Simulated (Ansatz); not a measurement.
# CsBiSe3 (model cell, started as cubic perovskite with Bi in the octahedra): following an unstable mode

Wanted: the energy along a soft mode of CsBiSe3 (model cell, started as cubic perovskite with Bi in the octahedra) and the structure at the end.

Calculated with Ansatz 0.2.0; DFT PBE, scalar-relativistic, plane waves, PAW; PAW set soft_1.

This is a report of a sequence of runs, with most program output left out.

The structure was built from a prototype and need not be the compound's stable phase.

### Step 1. The starting structure

Symmetry: Pm-3m, No. 221, cubic system. The conventional cell has a = 5.646 Å, b = 5.646 Å, c = 5.646 Å, α = 90.00°, β = 90.00°, γ = 90.00°. Cs has 12 Se at 3.99 Å nearest. Nearest to Bi lie 6 Se at 2.82 Å. Nearest to Se lie 2 Bi at 2.82 Å and 4 Cs at 3.99 Å. Farther neighbours and most contacts between anions are not listed.

### Step 2. The dispersion

The cell comes from relaxations at this level that are not shown. Stability and thermal properties need the whole zone. Linear response on a 2×2×2 q mesh gives force constants as far as a supercell of that size would.

File input.yaml:

```yaml
crystal:
  lattice:
    - [5.6457865512, 0.0, 0.0]
    - [0.0, 5.6457865512, 0.0]
    - [0.0, 0.0, 5.6457865512]
  atoms:
    - { symbol: Cs, position: [0.0, 0.0, 0.0] }
    - { symbol: Bi, position: [0.5, 0.5, 0.5] }
    - { symbol: Se, position: [0.5, 0.5, 0.0] }
    - { symbol: Se, position: [0.5, 0.0, 0.5] }
    - { symbol: Se, position: [0.0, 0.5, 0.5] }
kpoints:
  mp_grid: { grid: [6, 6, 6] }
hamiltonian:
  xc: pbe
  pseudopotentials: { kind: paw, azcp: { folder: soft_1 } }
scf:
  occupations: { method: methfessel_paxton, width: 0.2 }
output:
  eigenvalues: true
phonons:
  method: dfpt
  qmesh: [2, 2, 2]
  temperatures: { t_max: 1000, t_step: 50 }
  qpath:
    path:
      - [[0.0, 0.0, 0.0], [0.0, 0.5, 0.0], [0.5, 0.5, 0.0], [0.0, 0.0, 0.0], [0.5, 0.5, 0.5], [0.0, 0.5, 0.0]]
      - [[0.5, 0.5, 0.5], [0.5, 0.5, 0.0]]
    npoints: 10
```

The run is started by

```bash
$ ansatz run input.yaml --threads 4 --pin off --max-ram 16384MiB --backend cpu --events-out ev --progress --plain --runs-dir out
```

Wall time 6.1 min (4 threads of Arm Neoverse V1, shared host); peak memory 1.7 GiB; 24 min of CPU time.

Numbers from this step:

* volume per atom: 35.99 Å³
* gap on the k-mesh: 0 eV
* sum-rule residual before enforcement: 4.27e-5 eV/Å²
* lowest frequency on the path: -58.64 cm⁻¹
* point group: m-3m
* highest frequency on the path or at a solved wavevector: 145.9 cm⁻¹
* highest optical mode at the zone centre (no LO-TO term): 70.11 cm⁻¹
* lowest optical zone-centre mode: -47.96 cm⁻¹
* lowest mode on the q mesh (acoustic modes at Γ apart): -58.64 cm⁻¹

Frequencies (cm⁻¹) solved at each irreducible wavevector; negative means imaginary. Frequencies by wavevector, by row:

```csv
q in reciprocal lattice units,star,mode 1,mode 2,mode 3,mode 4,mode 13,mode 14,mode 15
0 0 0,1,-48,-48,-48,-5.5,70.1,70.1,70.1
0 0 -0.5,3,-55.9,-53.1,-42.4,-42.4,74.8,88.2,141.6
0 -0.5 -0.5,3,-58.6,-58.6,-38.9,-38.9,87,132.7,145.7
-0.5 -0.5 -0.5,1,-48.8,-48.8,-48.8,21,135.1,135.1,145.9
```

Interpolated from a 2×2×2 q mesh. The phonon branches at the labelled points (cm⁻¹):

```csv
point,branch 1,branch 2,branch 3,branch 4,branch 12,branch 13,branch 14,branch 15
Γ,-48,-48,-48,-6,50,70,70,70
halfway,-50,-46,-46,-38,66,72,72,111
X,-56,-53,-42,-42,75,75,88,142
halfway,-57,-47,-46,-41,72,88,110,141
M,-59,-59,-39,-39,87,87,133,146
halfway,-49,-48,-45,-41,66,72,107,115
Γ,-48,-48,-48,-6,50,70,70,70
halfway,-48,-48,-48,-34,64,107,107,117
R,-49,-49,-49,21,86,135,135,146
halfway,-50,-50,-50,-33,87,108,111,141
X,-56,-53,-42,-42,75,75,88,142
jump to R,-49,-49,-49,21,86,135,135,146
halfway,-53,-53,-43,-25,86,109,134,144
M,-59,-59,-39,-39,87,87,133,146
```

Symmetry leaves 4 wavevectors to solve. The lowest mode among them, the acoustic zeros apart, lies at q = (0, -0.5, -0.5) and is imaginary, 58.6i cm⁻¹, so the energy falls along it.

### Step 3. The mode frozen in, largest atomic shift 0 Å

The mode followed lies at q = (0, -0.5, -0.5) with frequency 58.6i cm⁻¹ and is 2-fold degenerate, the softest among the wavevectors solved. At small amplitude the distorted cell has space group no. 65 by a symmetry search on the positions. The undistorted cell that holds it gives the zero of energy on the same k mesh.

System of this step: CsBiSe3 (model cell, started as cubic perovskite with Bi in the octahedra). It takes space group Pm-3m (No. 221, cubic). Conventional cell: a = 5.646 Å, b = 5.646 Å, c = 5.646 Å, α = 90.00°, β = 90.00°, γ = 90.00°. Nearest to Cs lie 12 Se at 3.99 Å. Bi has 6 Se at 2.82 Å nearest. Nearest to Se lie 2 Bi at 2.82 Å and 4 Cs at 3.99 Å. Nearest to Se lie 2 Bi at 2.82 Å and 4 Cs at 3.99 Å. Farther neighbours and most contacts between anions are not listed.

input.yaml, the sections that differ from step 2:

```yaml
crystal:
  lattice:
    - [-5.6457865512, 0.0, 0.0]
    - [0.0, -5.6457865512, -5.6457865512]
    - [0.0, -5.6457865512, 5.6457865512]
  atoms:
    - { symbol: Cs, position: [1.0, 1.0, 0.0] }
    - { symbol: Cs, position: [1.0, 0.5, 0.5] }
    - { symbol: Bi, position: [0.5, 0.0, 0.5] }
    - { symbol: Bi, position: [0.5, 0.5, 0.0] }
    - { symbol: Se, position: [0.5, 0.25, 0.25] }
    - { symbol: Se, position: [0.5, 0.75, 0.75] }
    - { symbol: Se, position: [0.5, 0.75, 0.25] }
    - { symbol: Se, position: [0.5, 0.25, 0.75] }
    - { symbol: Se, position: [1.0, 0.0, 0.5] }
    - { symbol: Se, position: [1.0, 0.5, 0.0] }
output:
  forces: true
  stress: true
  eigenvalues: true
# kpoints, hamiltonian, scf: as in step 2
# phonons: removed
```

It took 27 s on 4 threads; peak memory 1.5 GiB; 93 s of CPU time.

Numbers from this step:

| Property | Result |
| --- | --- |
| pressure | 0.1206 GPa |
| energy from the undistorted cell | 0 meV/atom |

The run ends at a pressure of 0.12 GPa.

### Step 4. The mode frozen in, largest atomic shift 0.6 Å

The atoms are moved along the unstable eigenvector, the largest shift by 0.6 Å, with the cell fixed.

input.yaml, the sections that differ from step 3:

```yaml
crystal:
  lattice:
    - [-5.6457865512, 0.0, 0.0]
    - [0.0, -5.6457865512, -5.6457865512]
    - [0.0, -5.6457865512, 5.6457865512]
  atoms:
    - { symbol: Cs, position: [1.0, 1.0071260072, -0.0071260072] }
    - { symbol: Cs, position: [1.0, 0.4928739928, 0.5071260072] }
    - { symbol: Bi, position: [0.5, 0.0085410106, 0.5085410106] }
    - { symbol: Bi, position: [0.5, 0.4914589894, -0.0085410106] }
    - { symbol: Se, position: [0.5, 0.25, 0.25] }
    - { symbol: Se, position: [0.5, 0.75, 0.75] }
    - { symbol: Se, position: [0.5, 0.75, 0.25] }
    - { symbol: Se, position: [0.5, 0.25, 0.75] }
    - { symbol: Se, position: [1.0, -0.0531369717, 0.4468630283] }
    - { symbol: Se, position: [1.0, 0.5531369717, 0.0531369717] }
# kpoints, hamiltonian, scf, output: as in step 3
```

Run time: 33 s. Hardware: 4 threads; peak memory 1.6 GiB; 2.1 min of CPU time.

Numbers from this step:

| Property | Result |
| --- | --- |
| pressure | -0.1621 GPa |
| energy from the undistorted cell | -13.02 meV/atom |

The energy, extrapolated to zero smearing, is -13.02 meV/atom against the undistorted cell.

The run ends at a pressure of -0.16 GPa, with forces up to 0.37 eV/Å.

### Step 5. Energy along the mode, all amplitudes (two of the runs are shown above)

An imaginary frequency means negative curvature, so the energy should fall and then rise again as anharmonic terms take over.

This step gave:

* depth at the lowest point sampled: 13.02 meV/atom
* largest atomic shift at that point: 0.6 Å

Table of energy from the parent by largest atomic shift:

```csv
largest atomic shift (Å),energy from the parent (meV/atom)
0.000,0
0.040,-0.17
0.080,-0.674
0.140,-2.02
0.220,-4.69
0.320,-8.43
0.450,-12.1
0.600,-13.0
```

Displacement at unit largest shift by atom:

```csv
atom,x (Å),y (Å),z (Å),size
Cs1,0.00,0.00,-0.13,0.13
Cs2,0.00,0.00,0.13,0.13
Bi3,0.00,-0.16,0.00,0.16
Bi4,0.00,0.16,0.00,0.16
Se5,0.00,0.00,0.00,0.00
Se6,0.00,0.00,0.00,0.00
Se7,0.00,0.00,0.00,0.00
Se8,0.00,0.00,0.00,0.00
Se9,0.00,1.00,0.00,1.00
Se10,0.00,-1.00,0.00,1.00
```

The lowest of the steps tried is the last one, at 0.6 Å, 13.0 meV/atom below the parent; the bottom of the well need not coincide with a step.

### Step 6. Relaxation from the frozen mode

Starting from the lowest point found, all atoms and the cell are let go, so that strain and other modes of the same symmetry can join in.

Changes to input.yaml since step 4:

```diff
@@ -27 +27,10 @@
   eigenvalues: true
+  write_density: true
+  write_potential: true
+  elf: true
+  volumetric_format: npy
+relax:
+  adjacent_minimum: "off"
+  f_tol: 0.002
+  max_steps: 120
+  cell: { stress_tol: 0.03 }
```

Wall time 9.5 min (4 threads); peak memory 1.7 GiB; 36 min of CPU time.

Relaxation path:

```csv
step,energy less that of the first step (eV),largest force component (eV/Å),pressure (GPa),volume (Å³)
1,0.0000,0.3663,-0.16,359.92
2,-0.1255,0.1494,-0.16,357.80
3,-0.2538,0.2712,0.08,351.39
4,-0.3707,0.0633,0.02,348.48
5,-0.4118,0.3647,0.23,342.66
6,-0.5167,0.5414,0.24,337.91
7,-0.5785,0.5461,-0.27,342.10
8,-0.6178,0.1968,-0.14,340.47
9,-0.6347,0.1126,0.13,336.87
10,-0.6383,0.0600,0.02,337.35
11,-0.6397,0.0037,0.00,337.90
12,-0.6397,0.0003,0.00,337.88
13*,-0.6405,0.0002,0.01,337.88
```

Relaxation steps marked * repeat the geometry before them on a plane-wave basis chosen anew for their cell, so energy and pressure can jump there.

Forces are held to the 8 operations that the run works with; a distortion that breaks them can't arise in this run.

```csv
cell as run,before,after,change
a (Å),5.646,4.617,-18.2 %
b (Å),7.984,8.563,+7.2 %
c (Å),7.984,8.563,+7.2 %
α (°),90.00,86.48,-3.9 %
volume (Å³/atom),35.99,33.79,-6.1 %
```

The atoms that moved most (Å, as changes of fractional coordinates times the final cell):

```csv
atom,dx,dy,dz,length
Se9,0.000,0.787,0.000,0.787
Se10,0.000,-0.787,0.000,0.787
Bi4,0.000,0.192,0.000,0.192
Bi3,0.000,-0.192,0.000,0.192
Cs2,0.000,0.000,0.113,0.113
Cs1,0.000,0.000,-0.113,0.113
```

The relaxed structure:

```cif
data_structure
_symmetry_space_group_name_H-M 'P 1'
_symmetry_Int_Tables_number 1
_cell_length_a 4.6172
_cell_length_b 8.5625
_cell_length_c 8.5625
_cell_angle_alpha 86.481
_cell_angle_beta 90.000
_cell_angle_gamma 90.000
_cell_volume 337.88
loop_
_atom_site_label
_atom_site_type_symbol
_atom_site_fract_x
_atom_site_fract_y
_atom_site_fract_z
_atom_site_occupancy
Cs1 Cs 0.00000 0.01672 0.98328 1
Cs2 Cs 0.00000 0.48328 0.51672 1
Bi3 Bi 0.50000 0.02392 0.52392 1
Bi4 Bi 0.50000 0.47608 0.97608 1
Se5 Se 0.50000 0.25000 0.25000 1
Se6 Se 0.50000 0.75000 0.75000 1
Se7 Se 0.50000 0.75000 0.25000 1
Se8 Se 0.50000 0.25000 0.75000 1
Se9 Se 0.00000 0.88378 0.38378 1
Se10 Se 0.00000 0.61622 0.11622 1
```

Numbers from this step:

```yaml
pressure: 0.007749 GPa
volume_per_atom: 33.79 Å³
```

Electrostatic potential energy in the ab plane of the conventional cell at fractional z = 0.500, with atoms of Bi and Se within 0.2 Å of it. With pseudopotentials it is smooth inside the atoms' cores, unlike the true potential.

Values in eV, 13 rows by 16 columns, each cell a mean:
```
 -3   4  10  10  10  11   7  -4  -4   3  11  10  10  10   7  -4
 -2   7  10  10  10  11  10   7   7   9  11  10  10  10   8   0
-41  -9   5  -3  -3   4   5 -13 -16   2   6  -3  -3   3  -2 -37
-31  -4   4  -3  -1   0  -4 -41 -44 -12   3  -4  -1   0   1 -27
  5   9  10   7   6   9   6 -10 -14   3   9   7   7  10   9   6
 -3   7  11  11  10  11   8  -2  -3   6  11  10  11  11   9  -2
  2   0  10  10  10  10   5  -2   3   0  10  10  10  10   4  -2
 -1   8  11  11  11  11   9   0  -2   7  11  11  11  11   9   1
  3   8  10   4   3   8   4 -18 -22   0   9   4   3   9   9   4
-38  -7   3  -2   2  -1  -3 -40 -44 -12   2  -2   2  -1  -1 -33
-36  -6   7  -2  -2   6   7  -5  -8   5   8  -1  -2   5   0 -32
  1   8  10  11  11  11  10   6   5   9  11  11  10  11   9   2
 -2   2  10  10  10  11   6  -4  -2   2  10  10  10  10   6  -4
```
Columns run along a (11.7 Å; values clipped at the 3rd and 97th percentile), rows up along b (12.5 Å), edges of the conventional cell, whose origin can differ from the input's. Atoms in or near the plane, at fractional coordinates: Bi at (0.50, 0.27), Bi at (0.00, 0.77), Bi at (0.00, 0.23), Bi at (0.50, 0.73), Se at (0.75, 0.25), Se at (0.25, 0.75), Se at (0.25, 0.25), Se at (0.75, 0.75), Se at (0.50, 0.00), Se at (0.00, 0.50), Se at (0.00, 0.00), Se at (0.50, 0.50).

ELF in the ab plane of the conventional cell at fractional z = 0.500, with atoms of Bi and Se within 0.2 Å of it. It is the smooth field of the valence electrons, not physical close to the nuclei.

Values, 13 rows by 16 columns, each cell a mean:
```
0.56 0.72 0.26 0.02 0.02 0.17 0.72 0.70 0.62 0.77 0.30 0.02 0.02 0.15 0.66 0.63
0.41 0.27 0.16 0.45 0.52 0.22 0.13 0.28 0.30 0.17 0.15 0.48 0.50 0.20 0.22 0.39
0.25 0.36 0.49 0.69 0.68 0.63 0.26 0.34 0.34 0.26 0.52 0.71 0.67 0.59 0.34 0.29
0.32 0.33 0.56 0.59 0.50 0.62 0.36 0.25 0.21 0.37 0.54 0.57 0.51 0.65 0.32 0.34
0.22 0.12 0.28 0.69 0.70 0.35 0.23 0.36 0.36 0.27 0.27 0.65 0.72 0.39 0.11 0.20
0.65 0.59 0.17 0.07 0.08 0.10 0.49 0.62 0.60 0.56 0.17 0.07 0.09 0.11 0.52 0.66
0.48 0.87 0.43 0.01 0.01 0.22 0.78 0.55 0.41 0.81 0.37 0.01 0.01 0.26 0.85 0.62
0.58 0.47 0.13 0.15 0.16 0.09 0.39 0.56 0.56 0.46 0.13 0.13 0.17 0.09 0.40 0.58
0.24 0.14 0.36 0.75 0.76 0.43 0.26 0.35 0.33 0.30 0.34 0.72 0.78 0.47 0.13 0.22
0.29 0.35 0.57 0.53 0.43 0.64 0.36 0.26 0.22 0.36 0.56 0.52 0.43 0.65 0.34 0.31
0.29 0.34 0.45 0.74 0.76 0.59 0.21 0.31 0.32 0.22 0.48 0.76 0.74 0.55 0.32 0.32
0.46 0.31 0.12 0.32 0.39 0.15 0.20 0.38 0.40 0.25 0.12 0.35 0.37 0.14 0.25 0.44
0.50 0.77 0.31 0.01 0.01 0.22 0.79 0.67 0.57 0.83 0.36 0.02 0.01 0.18 0.73 0.60
```
Columns run along a (11.7 Å), rows up along b (12.5 Å), edges of the conventional cell, whose origin can differ from the input's. Atoms in or near the plane, at fractional coordinates: Bi at (0.50, 0.27), Bi at (0.00, 0.77), Bi at (0.00, 0.23), Bi at (0.50, 0.73), Se at (0.75, 0.25), Se at (0.25, 0.75), Se at (0.25, 0.25), Se at (0.75, 0.75), Se at (0.50, 0.00), Se at (0.00, 0.50), Se at (0.00, 0.00), Se at (0.50, 0.50).

Valence density in the ab plane of the conventional cell at fractional z = 0.500, with atoms of Bi and Se within 0.2 Å of it. It is the smooth field of the valence electrons, not physical close to the nuclei.

Values in e/Å³, 13 rows by 16 columns, each cell a mean:
```
 6  0  0  0  0  0  0  4  6  0  0  0  0  0  0  4
 0  0  0  0  0  0  0  0  0  0  0  0  0  0  0  0
 5  1  0  3  4  0  0  1  1  0  0  3  4  0  0  4
 3  0  0  8 13  1  0  4  6  1  0  8 13  0  0  2
 0  0  0  0  0  0  0  1  1  0  0  0  0  0  0  0
 1  0  0  0  0  0  0  1  1  0  0  0  0  0  0  1
17  1  0  0  0  0  0  9 17  1  0  0  0  0  0  9
 1  0  0  0  0  0  0  1  1  0  0  0  0  0  0  0
 0  0  0  0  0  0  0  1  2  0  0  0  0  0  0  0
 4  1  0  9 16  1  0  4  5  1  0  9 16  1  0  3
 4  1  0  1  2  0  0  1  1  0  0  1  2  0  0  3
 0  0  0  0  0  0  0  0  0  0  0  0  0  0  0  0
12  0  0  0  0  0  0  7 12  0  0  0  0  0  0  6
```
Columns run along a (11.7 Å), rows up along b (12.5 Å), edges of the conventional cell, whose origin can differ from the input's. Atoms in or near the plane, at fractional coordinates: Bi at (0.50, 0.27), Bi at (0.00, 0.77), Bi at (0.00, 0.23), Bi at (0.50, 0.73), Se at (0.75, 0.25), Se at (0.25, 0.75), Se at (0.25, 0.25), Se at (0.75, 0.75), Se at (0.50, 0.00), Se at (0.00, 0.50), Se at (0.00, 0.00), Se at (0.50, 0.50).

The distorted start has space group Cmmm; the relaxation ends in Cmmm.

### Step 7. The new phase in its own primitive cell

The relaxed structure is symmetrised, reduced to its primitive cell and relaxed tightly, as its phonons need.

File input.yaml:

```yaml
crystal:
  lattice:
    - [5.8658647457, -6.2376549668, 0.0]
    - [5.8658647457, 6.2376549668, 0.0]
    - [0.0, 0.0, 4.617180519]
  atoms:
    - { symbol: Cs, position: [0.7667214659, 0.7667214659, 0.0] }
    - { symbol: Cs, position: [0.2332785341, 0.2332785341, 0.0] }
    - { symbol: Bi, position: [0.2260820379, 0.7739179621, 0.5] }
    - { symbol: Bi, position: [0.7739179621, 0.2260820379, 0.5] }
    - { symbol: Se, position: [0.5, 0.0, 0.5] }
    - { symbol: Se, position: [0.0, 0.5, 0.5] }
    - { symbol: Se, position: [0.5, 0.5, 0.5] }
    - { symbol: Se, position: [0.0, 0.0, 0.5] }
    - { symbol: Se, position: [0.3662222722, 0.6337777278, 0.0] }
    - { symbol: Se, position: [0.6337777278, 0.3662222722, 0.0] }
kpoints:
  mp_grid: { grid: [4, 4, 8] }
hamiltonian:
  xc: pbe
  pseudopotentials: { kind: paw, azcp: { folder: soft_1 } }
scf:
  occupations: { method: methfessel_paxton, width: 0.2 }
output:
  forces: true
  stress: true
  eigenvalues: true
relax:
  adjacent_minimum: "off"
  f_tol: 0.001
  max_steps: 60
  cell: { stress_tol: 0.01 }
```

Wall time 2.6 min (4 threads); peak memory 1.4 GiB; 10 min of CPU time.

(Part 1 of 2 ends here.)

[Logs are printed without paths, hosts, clocks, repeated set-up lines and the standing remarks that a program may print on its own settings, such as how far it seeks lower states.]

[Hosts, paths, dates, database ids (printed as entryN), source tags and the programs' standing remarks are cut or masked in the printed files.]
